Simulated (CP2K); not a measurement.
Consider boryloxirane at its PBE geometry (Å).

```xyz
9

B     1.3898   -0.0437    0.0238
C    -0.0137   -0.3475   -0.5055
C    -1.1335    0.2405    0.3233
O    -0.8695    0.7640   -0.9650
H     1.7128    1.0900    0.2306
H     2.1315   -0.9467    0.2876
H    -0.2789   -1.2955   -0.9839
H    -2.0367   -0.3678    0.4286
H    -0.9017    0.9067    1.1606
```

Method: CP2K XAS_TDP, all-electron GAPW, PBEh(45%), aug-cc-pVDZ, TDA, GW2X-corrected core level, no relativity.

Where do the B K-edge lines lie, and how strong are they?

Leading lines: B1 191.33 eV. The leading line of an atom is its first one with 35 % of the strongest within 2.5 eV of its lowest line over the strength cut. Core ionisation energies at this level: B1 198.52 eV.

The first six lines of each atom with a strength over 0.0015:

| atom | energy (eV) | states | strength, one atom | above the computed threshold |
| --- | --- | --- | --- | --- |
| B1 (bonded to C and 2 H) | 191.33 | 1 | 0.0733 |  |
|  | 196.92 | 1 | 0.0059 |  |
|  | 197.28 | 1 | 0.0111 |  |
|  | 197.54 | 1 | 0.0033 |  |
|  | 197.71 | 1 | 0.0050 |  |
|  | 198.16 | 1 | 0.0028 |  |

Lines are vertical, at one geometry, with no vibrational structure. GW2X ionisation energies and lines can be off by 1 to 2 eV either way, and a good line position may hide errors that cancel. These values hold no scalar relativity. Rydberg lines, and the discretised continuum above threshold, depend on the basis and the box.

[Banner, clock and machine lines of the logs are left out without a mark of their own.]

[Logs are printed without paths, hosts, clocks, repeated set-up lines and the standing remarks that a program may print on its own settings, such as how far it seeks lower states.]

[Hosts, paths, dates, database ids (printed as entryN), source tags and the programs' standing remarks are cut or masked in the printed files.]
